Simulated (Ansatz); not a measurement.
# Rb on W(110): change of the work function, part 2 of 4

Aim: the work function of W(110) at several coverages of Rb (shortbridge site), and the dipole that each adsorbate carries.

Ansatz 0.2.0; plane-wave DFT, PBE, Ansatz PAW (the session's first sound run).

So far, work function, upper face (eV): step 2 (the clean slab) 4.84.

### 3. Adsorbate added, k-mesh 4×4×1, coverage 0.111 ML

System of this step: RbW36 (Rb/W(110)). The cell holds 37 atoms: 36 W and 1 Rb. Cell: a = 8.210 Å, b = 8.210 Å, c = 28.469 Å, α = 90.0°, β = 90.0°, γ = 70.5°. Vacuum lies along c.

The clean slab as it ended is repeated in the plane and the adsorbate is set on one face; the cell's size fixes the coverage, and the k-mesh shrinks with it to keep the sampling density about even. Adsorbate and upper layers relax, since the dipole depends on the height.

input.yaml

```yaml
crystal:
  lattice:
    - [6.7033722855, -4.74, 0.0]
    - [6.7033722855, 4.74, 0.0]
    - [0.0, 0.0, 28.4693489613]
  atoms:
    - { symbol: W, position: [0.0, 0.0, 0.316129463] }
    - { symbol: W, position: [0.1666666667, 0.1666666667, 0.3946158883] }
    - { symbol: W, position: [0.0, 0.0, 0.4744327913] }
    - { symbol: W, position: [0.1666666667, 0.1666666667, 0.5514338105] }
    - { symbol: W, position: [0.0, 0.3333333333, 0.316129463] }
    - { symbol: W, position: [0.1666666667, 0.5, 0.3946158883] }
    - { symbol: W, position: [0.0, 0.3333333333, 0.4744327913] }
    - { symbol: W, position: [0.1666666667, 0.5, 0.5514338105] }
    - { symbol: W, position: [0.0, 0.6666666667, 0.316129463] }
    - { symbol: W, position: [0.1666666667, 0.8333333333, 0.3946158883] }
    - { symbol: W, position: [0.0, 0.6666666667, 0.4744327913] }
    - { symbol: W, position: [0.1666666667, 0.8333333333, 0.5514338105] }
    - { symbol: W, position: [0.3333333333, 0.0, 0.316129463] }
    - { symbol: W, position: [0.5, 0.1666666667, 0.3946158883] }
    - { symbol: W, position: [0.3333333333, 0.0, 0.4744327913] }
    - { symbol: W, position: [0.5, 0.1666666667, 0.5514338105] }
    - { symbol: W, position: [0.3333333333, 0.3333333333, 0.316129463] }
    - { symbol: W, position: [0.5, 0.5, 0.3946158883] }
    - { symbol: W, position: [0.3333333333, 0.3333333333, 0.4744327913] }
    - { symbol: W, position: [0.5, 0.5, 0.5514338105] }
    - { symbol: W, position: [0.3333333333, 0.6666666667, 0.316129463] }
    - { symbol: W, position: [0.5, 0.8333333333, 0.3946158883] }
    - { symbol: W, position: [0.3333333333, 0.6666666667, 0.4744327913] }
    - { symbol: W, position: [0.5, 0.8333333333, 0.5514338105] }
    - { symbol: W, position: [0.6666666667, 0.0, 0.316129463] }
    - { symbol: W, position: [0.8333333333, 0.1666666667, 0.3946158883] }
    - { symbol: W, position: [0.6666666667, 0.0, 0.4744327913] }
    - { symbol: W, position: [0.8333333333, 0.1666666667, 0.5514338105] }
    - { symbol: W, position: [0.6666666667, 0.3333333333, 0.316129463] }
    - { symbol: W, position: [0.8333333333, 0.5, 0.3946158883] }
    - { symbol: W, position: [0.6666666667, 0.3333333333, 0.4744327913] }
    - { symbol: W, position: [0.8333333333, 0.5, 0.5514338105] }
    - { symbol: W, position: [0.6666666667, 0.6666666667, 0.316129463] }
    - { symbol: W, position: [0.8333333333, 0.8333333333, 0.3946158883] }
    - { symbol: W, position: [0.6666666667, 0.6666666667, 0.4744327913] }
    - { symbol: W, position: [0.8333333333, 0.8333333333, 0.5514338105] }
    - { symbol: Rb, position: [0.0, 0.1666666667, 0.683870537] }
kpoints:
  mp_grid: { grid: [4, 4, 1] }
hamiltonian:
  xc: pbe
scf:
  occupations: { method: fermi_dirac, width: 0.1 }
  convergence: { dr2_threshold: 1.0e-08 }
efield:
  axis: 3
  dipole_correction: true
  ramp_position: 0.97
  ramp_width: 0.06
relax:
  f_tol: 0.02
  max_steps: 60
  constraints:
    - { sites: [0, 1, 4, 5, 8, 9, 12, 13, 16, 17, 20, 21, 24, 25, 28, 29, 32, 33] }
output:
  bader: true
  write_potential: true
  write_density: true
  volumetric_format: npy
```

Run with:

```sh
$ ansatz run input.yaml --threads 4 --pin off --max-ram 12288MiB --backend cpu --events-out ev --progress --plain --runs-dir out
```

Numbers of over 12 decimals in the logs are rounded to 6 here.

The program printed:

```text
[...]
Crystal: 37 atoms, lattice volume = 1809.169 Å³
Basis set: ecut = 420 eV, 35419 PW (Γ), exchange–correlation on 120×120×384 points (8 copies of the dense FFT grid, shifted against one another)
Bands: 308, of which v1, the nominal top of the filled ones, is band 257 counted from 1 (256 counted from 0)
Symmetry: 2 space group operations
[...]
k-points: 10 of 16
[...]
SCF iter   1: F=—  HF=-377098.572605 eV  |F-HF|=—  |Δ(HF+E_count)|=         —  Δρ=1.17e-2  dr2=1.01e2  ethr=1.77e-3  p=1.764 e·Å  D=1.76e-1 V/Å  ΔV_dip=-5.02 eV  dr2_dipole=7.06e1  V_vac-E_F(+/−)=0.37/5.39 eV  ⟨swp⟩=12.6  Hψ=17696  notcnv=0
[...]
SCF iter  11: F=-377096.693056 eV  HF=-377096.693056 eV  |F-HF|=1.16e-9  |Δ(HF+E_count)|=   9.72e-9  Δρ=2.20e-7  dr2=2.28e-9  ethr=1.95e-12  p=1.209 e·Å  D=1.21e-1 V/Å  ΔV_dip=-3.44 eV  dr2_dipole=1.09e-13  V_vac-E_F(+/−)=1.45/4.89 eV  ⟨swp⟩=11.0  Hψ=20181  notcnv=0
SCF 1 converged in 11 iterations: F = -377096.693056 eV  dr2 = 2.28e-9
[...]
relax step   1: F+E_penalty+E_count = -377096.69305558 eV  Δ(F+E_penalty+E_count) = +0.000e0 eV  max|allowed force component| = 6.741e-1 eV/Å  Δτ_max = 0.0000 Å  (11 SCF iters, accepted)
[...]
SCF iter   9: F=-377096.742700 eV  HF=-377096.742700 eV  |F-HF|=4.66e-10  |Δ(HF+E_count)|=   1.20e-8  Δρ=1.84e-7  dr2=1.37e-9  ethr=1.95e-12  p=1.174 e·Å  D=1.17e-1 V/Å  ΔV_dip=-3.34 eV  dr2_dipole=2.35e-10  V_vac-E_F(+/−)=1.55/4.89 eV  ⟨swp⟩=11.0  Hψ=21873  notcnv=0
SCF 2 converged in 9 iterations: F = -377096.742700 eV  dr2 = 1.37e-9
[...]
relax step   2: F+E_penalty+E_count = -377096.74270009 eV  Δ(F+E_penalty+E_count) = -4.964e-2 eV  max|allowed force component| = 5.939e-1 eV/Å  Δτ_max = 0.1229 Å  (9 SCF iters, accepted)
SCF iter   1: F=—  HF=-377096.867108 eV  |F-HF|=—  |Δ(HF+E_count)|=         —  Δρ=1.41e-3  dr2=1.97e-1  ethr=3.36e-4  p=1.174 e·Å  D=1.17e-1 V/Å  ΔV_dip=-3.34 eV  dr2_dipole=6.20e-2  V_vac-E_F(+/−)=1.55/4.90 eV  ⟨swp⟩=16.4  Hψ=13746  notcnv=0
[...]
SCF iter   9: F=-377096.864927 eV  HF=-377096.864927 eV  |F-HF|=1.63e-9  |Δ(HF+E_count)|=   1.69e-8  Δρ=2.40e-7  dr2=2.81e-9  ethr=1.95e-12  p=1.095 e·Å  D=1.09e-1 V/Å  ΔV_dip=-3.12 eV  dr2_dipole=9.56e-13  V_vac-E_F(+/−)=1.77/4.89 eV  ⟨swp⟩=11.8  Hψ=22849  notcnv=0
SCF 3 converged in 9 iterations: F = -377096.864927 eV  dr2 = 2.81e-9
relax step   3: F+E_penalty+E_count = -377096.86492708 eV  Δ(F+E_penalty+E_count) = -1.222e-1 eV  max|allowed force component| = 3.081e-1 eV/Å  Δτ_max = 0.1954 Å  (9 SCF iters, accepted)
[...]
relax step   4: F+E_penalty+E_count = -377096.89308839 eV  Δ(F+E_penalty+E_count) = -2.816e-2 eV  max|allowed force component| = 6.878e-2 eV/Å  Δτ_max = 0.1951 Å  (9 SCF iters, accepted)
[...]
relax step   5: F+E_penalty+E_count = -377096.89339984 eV  Δ(F+E_penalty+E_count) = -3.115e-4 eV  max|allowed force component| = 6.517e-2 eV/Å  Δτ_max = 0.0274 Å  (7 SCF iters, accepted)
SCF iter   1: F=—  HF=-377096.892759 eV  |F-HF|=—  |Δ(HF+E_count)|=         —  Δρ=3.36e-4  dr2=6.85e-3  ethr=1.40e-5  p=1.026 e·Å  D=1.03e-1 V/Å  ΔV_dip=-2.92 eV  dr2_dipole=1.28e-3  V_vac-E_F(+/−)=1.97/4.89 eV  ⟨swp⟩=12.2  Hψ=10040  notcnv=0
[...]
SCF iter   7: F=-377096.894851 eV  HF=-377096.894851 eV  |F-HF|=3.84e-9  |Δ(HF+E_count)|=   6.69e-8  Δρ=3.67e-7  dr2=4.40e-9  ethr=1.95e-12  p=1.022 e·Å  D=1.02e-1 V/Å  ΔV_dip=-2.91 eV  dr2_dipole=1.01e-10  V_vac-E_F(+/−)=1.98/4.89 eV  ⟨swp⟩=12.0  Hψ=23025  notcnv=0
SCF 6 converged in 7 iterations: F = -377096.894851 eV  dr2 = 4.40e-9
relax step   6: F+E_penalty+E_count = -377096.89485077 eV  Δ(F+E_penalty+E_count) = -1.451e-3 eV  max|allowed force component| = 6.164e-3 eV/Å  Δτ_max = 0.0081 Å  (7 SCF iters, accepted)
NSCF: frozen V_eff on 10 k-points
[...]
SCF converged after 7 iterations
Free energy (F): -377096.894851 eV
[...]
Internal energy: -377095.986686 eV  (E = F + TS)
E sigma→0 (E₀):  -377096.440768 eV
Entropy (-TS):   -0.908165 eV (-24.545 meV/atom)
Fermi energy:    5.058244 eV
Dipole field:    D = 0.102267 V/Å  (p = 1.022471 e·Å, saw-weighted, corrected)
Work function:   Φ+ = 1.9761 eV   Φ− = 4.8876 eV
[...]
--- Forces (eV/Å), atoms counted from 1 ---
  atom   1  W      0.00007582     0.00024758     0.35782752
  atom   2  W      0.01888639    -0.00304492    -0.37818744
  atom   3  W      0.00168221    -0.00616418    -0.00295413
  atom   4  W      0.00253298    -0.00234675     0.00091486
  atom   5  W     -0.00007582    -0.00024758     0.35782752
  atom   6  W      0.01539373     0.00488653    -0.36530373
  atom   7  W     -0.00168221     0.00616418    -0.00295413
  atom   8  W      0.00162580     0.00405510    -0.00051868
  atom   9  W      0.00000000     0.00000000     0.36833480
  atom  10  W     -0.01293962    -0.01181332    -0.35630541
  atom  11  W      0.00000000    -0.00000000    -0.00464561
  atom  12  W      0.00019708     0.00093529     0.00148768
  atom  13  W     -0.00271957     0.00304721     0.36270023
  atom  14  W      0.00000000    -0.00000000    -0.37450629
  atom  15  W     -0.00006302    -0.00380153    -0.00117898
  atom  16  W      0.00000000     0.00000000     0.00491760
  atom  17  W      0.00092535    -0.00166179     0.36867547
  atom  18  W     -0.00109316     0.01153481    -0.35611126
  atom  19  W      0.00515065    -0.00142808     0.00026059
  atom  20  W      0.00228442    -0.00217794    -0.00259352
  atom  21  W      0.00281956    -0.00030407     0.37384872
  atom  22  W      0.00109316    -0.01153481    -0.35611126
  atom  23  W     -0.00195255     0.00075800     0.00058090
  atom  24  W     -0.00228442     0.00217794    -0.00259352
  atom  25  W     -0.00092535     0.00166179     0.36867547
  atom  26  W     -0.01888639     0.00304492    -0.37818744
  atom  27  W     -0.00515065     0.00142808     0.00026059
  atom  28  W     -0.00253298     0.00234675     0.00091486
  atom  29  W      0.00271957    -0.00304721     0.36270023
  atom  30  W      0.01293962     0.01181332    -0.35630541
  atom  31  W      0.00006302     0.00380153    -0.00117898
  atom  32  W     -0.00019708    -0.00093529     0.00148768
  atom  33  W     -0.00281956     0.00030407     0.37384872
  atom  34  W     -0.01539373    -0.00488653    -0.36530373
  atom  35  W      0.00195255    -0.00075800     0.00058090
  atom  36  W     -0.00162580    -0.00405510    -0.00051868
  atom  37  Rb     0.00000000    -0.00000000    -0.00038174
  max |Σ_I F_I| component: 4.41e-6 eV/Å
--- Band table (eV; the first three rows and the last of 10) ---
  k-point 0: bands = [... 253 lower, 4.7803, 4.8021, 4.8675, 4.8767, 5.4190, 5.5819, 5.5861, 5.8738, ... 47 higher]
  k-point 1: bands = [... 253 lower, 5.0415, 5.0555, 5.0834, 5.0947, 5.1273, 5.2284, 5.3394, 5.3976, ... 47 higher]
  k-point 2: bands = [... 253 lower, 5.0573, 5.0608, 5.0818, 5.1012, 5.1068, 5.2853, 5.2944, 5.3304, ... 47 higher]
  k-point 9: bands = [... 253 lower, 4.5980, 4.6222, 4.8671, 4.8671, 4.8937, 4.8955, 5.0422, 5.0525, ... 47 higher]
--- Relaxed structure (6 steps of the walk, 6 accepted, 0 SCFs on fresh bases) ---
  F+E_penalty+E_count = -377096.89485077 eV   max|allowed force component| = 6.164e-3 eV/Å
  atoms:
    - { symbol: W, position: [0, 1.6666659794015235e-11, 0.316129463] }
    - { symbol: W, position: [0.166667, 0.166667, 0.3946158883] }
    - { symbol: W, position: [0.000109943, -0.000580672, 0.474117] }
    - { symbol: W, position: [0.167236, 0.166862, 0.550895] }
    - { symbol: W, position: [0.0, 0.333333, 0.316129463] }
    - { symbol: W, position: [0.166667, 0.500000, 0.3946158883] }
    - { symbol: W, position: [-0.000109943, 0.333914, 0.474117] }
    - { symbol: W, position: [0.166936, 0.499822, 0.552020] }
    - { symbol: W, position: [-5.551115123125783e-17, 0.666667, 0.316129463] }
    - { symbol: W, position: [0.166667, 0.833333, 0.3946158883] }
    - { symbol: W, position: [-5.551115123125783e-17, 0.666667, 0.474479] }
    - { symbol: W, position: [0.166001, 0.833809, 0.551735] }
    - { symbol: W, position: [0.333333, 1.6666640290097234e-11, 0.316129463] }
    - { symbol: W, position: [0.500000, 0.166667, 0.3946158883] }
    - { symbol: W, position: [0.333808, -0.000294859, 0.474202] }
    - { symbol: W, position: [0.500000, 0.166667, 0.552020] }
    - { symbol: W, position: [0.333333, 0.333333, 0.316129463] }
    - { symbol: W, position: [0.500000, 0.500000, 0.3946158883] }
    - { symbol: W, position: [0.333445, 0.333497, 0.474374] }
    - { symbol: W, position: [0.500313, 0.499781, 0.551719] }
    - { symbol: W, position: [0.333333, 0.666667, 0.316129463] }
    - { symbol: W, position: [0.5, 0.833333, 0.3946158883] }
    - { symbol: W, position: [0.333352, 0.666528, 0.474376] }
    - { symbol: W, position: [0.499687, 0.833552, 0.551719] }
    - { symbol: W, position: [0.6666666667, 1.666666804567285e-11, 0.316129463] }
    - { symbol: W, position: [0.833333, 0.166667, 0.3946158883] }
    - { symbol: W, position: [0.666555, -0.00016328, 0.474374] }
    - { symbol: W, position: [0.832764, 0.166471, 0.550895] }
    - { symbol: W, position: [0.666667, 0.333333, 0.316129463] }
    - { symbol: W, position: [0.8333333333, 0.500000, 0.3946158883] }
    - { symbol: W, position: [0.666192, 0.333628, 0.474202] }
    - { symbol: W, position: [0.833999, 0.499524, 0.551735] }
    - { symbol: W, position: [0.6666666667, 0.666667, 0.316129463] }
    - { symbol: W, position: [0.833333, 0.833333, 0.3946158883] }
    - { symbol: W, position: [0.666648, 0.666805, 0.474376] }
    - { symbol: W, position: [0.833064, 0.833511, 0.552020] }
    - { symbol: Rb, position: [-1.3877787807814457e-17, 0.166667, 0.666673] }
--- Bader charges: 37 sites ---
  site symbol  charge [e]  shift [e]
     0      W     -0.0558     0.0000
     1      W      0.0527     0.0000
     2      W      0.0529     0.0000
     3      W     -0.1955     0.0000
     4      W     -0.0557     0.0000
     5      W      0.0534     0.0000
     6      W      0.0529     0.0000
     7      W     -0.1158     0.0000
     8      W     -0.0554     0.0000
     9      W      0.0533     0.0000
    10      W      0.0541     0.0000
    11      W     -0.1422     0.0000
    12      W     -0.0554     0.0000
    13      W      0.0534     0.0000
    14      W      0.0522     0.0000
    15      W     -0.1085     0.0000
    16      W     -0.0556     0.0000
    17      W      0.0529     0.0000
    18      W      0.0567     0.0000
    19      W     -0.0978     0.0000
    20      W     -0.0551     0.0000
    21      W      0.0529     0.0000
    22      W      0.0529     0.0000
    23      W     -0.0978     0.0000
    24      W     -0.0556     0.0000
    25      W      0.0527     0.0000
    26      W      0.0567     0.0000
    27      W     -0.1955     0.0000
    28      W     -0.0554     0.0000
    29      W      0.0533     0.0000
    30      W      0.0522     0.0000
    31      W     -0.1422     0.0000
    32      W     -0.0551     0.0000
    33      W      0.0534     0.0000
    34      W      0.0529     0.0000
    35      W     -0.1157     0.0000
    36     Rb      0.7486     0.0000
  estimated error of the sums over rays = 9.6e-4 e
```

Wall time 30 min (4 threads of Arm Neoverse V1, shared host); peak memory 10 GiB.

Step by step:

| step | energy less that of the first step (eV) | largest force component (eV/Å) |
| --- | --- | --- |
| 1 | 0.0000 | 0.6741 |
| 2 | -0.0496 | 0.5939 |
| 3 | -0.1719 | 0.3081 |
| 4 | -0.2000 | 0.0688 |
| 5 | -0.2003 | 0.0652 |
| 6 | -0.2018 | 0.0062 |

Forces are held to the 2 operations that the run works with; a distortion that breaks them can't arise in this run.

The atoms that moved most (Å):

| atom | dx | dy | dz | length |
| --- | --- | --- | --- | --- |
| Rb37 | 0.000 | 0.000 | -0.490 | 0.490 |
| W36 | -0.001 | 0.002 | 0.017 | 0.017 |
| W8 | 0.001 | -0.002 | 0.017 | 0.017 |
| W16 | 0.000 | 0.000 | 0.017 | 0.017 |
| W4 | 0.005 | -0.002 | -0.015 | 0.016 |
| W28 | -0.005 | 0.002 | -0.015 | 0.016 |
| W12 | -0.001 | 0.005 | 0.009 | 0.010 |
| W32 | 0.001 | -0.005 | 0.009 | 0.010 |

Final coordinates:

```xyz
37
Lattice="6.7034 -4.7400 0.0000 6.7034 4.7400 0.0000 0.0000 0.0000 28.4693" Properties=species:S:1:pos:R:3
W     0.0000    0.0000    9.0000
W     2.2345    0.0000   11.2345
W    -0.0032   -0.0033   13.4978
W     2.2396   -0.0018   15.6836
W     2.2345    1.5800    9.0000
W     4.4689    1.5800   11.2345
W     2.2376    1.5833   13.4978
W     4.4695    1.5779   15.7157
W     4.4689    3.1600    9.0000
W     6.7034    3.1600   11.2345
W     4.4689    3.1600   13.5081
W     6.7021    3.1654   15.7075
W     2.2345   -1.5800    9.0000
W     4.4689   -1.5800   11.2345
W     2.2357   -1.5836   13.5002
W     4.4689   -1.5800   15.7157
W     4.4689    0.0000    9.0000
W     6.7034    0.0000   11.2345
W     4.4708    0.0002   13.5051
W     6.7040   -0.0025   15.7071
W     6.7034    1.5800    9.0000
W     8.9378    1.5800   11.2345
W     6.7026    1.5793   13.5052
W     8.9372    1.5825   15.7071
W     4.4689   -3.1600    9.0000
W     6.7034   -3.1600   11.2345
W     4.4671   -3.1602   13.5051
W     6.6982   -3.1582   15.6836
W     6.7034   -1.5800    9.0000
W     8.9378   -1.5800   11.2345
W     6.7022   -1.5764   13.5002
W     8.9391   -1.5854   15.7075
W     8.9378    0.0000    9.0000
W    11.1723    0.0000   11.2345
W     8.9386    0.0007   13.5052
W    11.1717    0.0021   15.7157
Rb    1.1172    0.7900   18.9798
```

Numbers from this step:

```
energy at zero smearing        : -377096.4408 eV
work function, upper face      : 1.976 eV
work function, lower face      : 4.888 eV
dipole along the normal        : 1.022 e·Å
step between the vacuum levels : -2.911 eV
```

Running mean over 2.234 Å of the planar mean; the ramp of the sawtooth is left out. Electron's electrostatic potential energy less the Fermi level against z:

z (Å), electron's electrostatic potential energy less the Fermi level (eV) and a bar from the least value:
```
        4        4.9 ##############################
        5        4.9 ##############################
        6        4.7 ##############################
        7        3.3 ###########################
        8       -5.8 ############
        9      -12.2 #
       10      -12.6 #
       11      -12.7 
       12      -12.5 #
       13      -12.6 #
       14      -12.9 
       15      -12.8 
       16      -11.5 ##
       17       -2.7 #################
       18        1.9 #########################
       19        1.0 #######################
       20        1.1 ########################
       21        1.9 #########################
       22        2.0 #########################
       23        2.0 #########################
       24        2.0 #########################
       25        2.0 #########################
```

The relaxation took 6 steps and lowered the energy by 0.20 eV; the largest force on the free atoms ends at 0.0062 eV/Å.

The covered face has 1.98 eV, -2.87 eV against the clean one; the bare back face has moved by -0.01 eV, a measure of how thin the slab is.

(Part 2 of 4 ends here.)

[Logs are printed without paths, hosts, clocks, repeated set-up lines and the standing remarks that a program may print on its own settings, such as how far it seeks lower states.]

[Hosts, paths, dates, database ids (printed as entryN), source tags and the programs' standing remarks are cut or masked in the printed files.]

[Maps of the electrostatic potential energy from Ansatz leave out the sawtooth potential of an applied field or a dipole correction, so their vacuum need not be flat; planar profiles and work functions include it.]
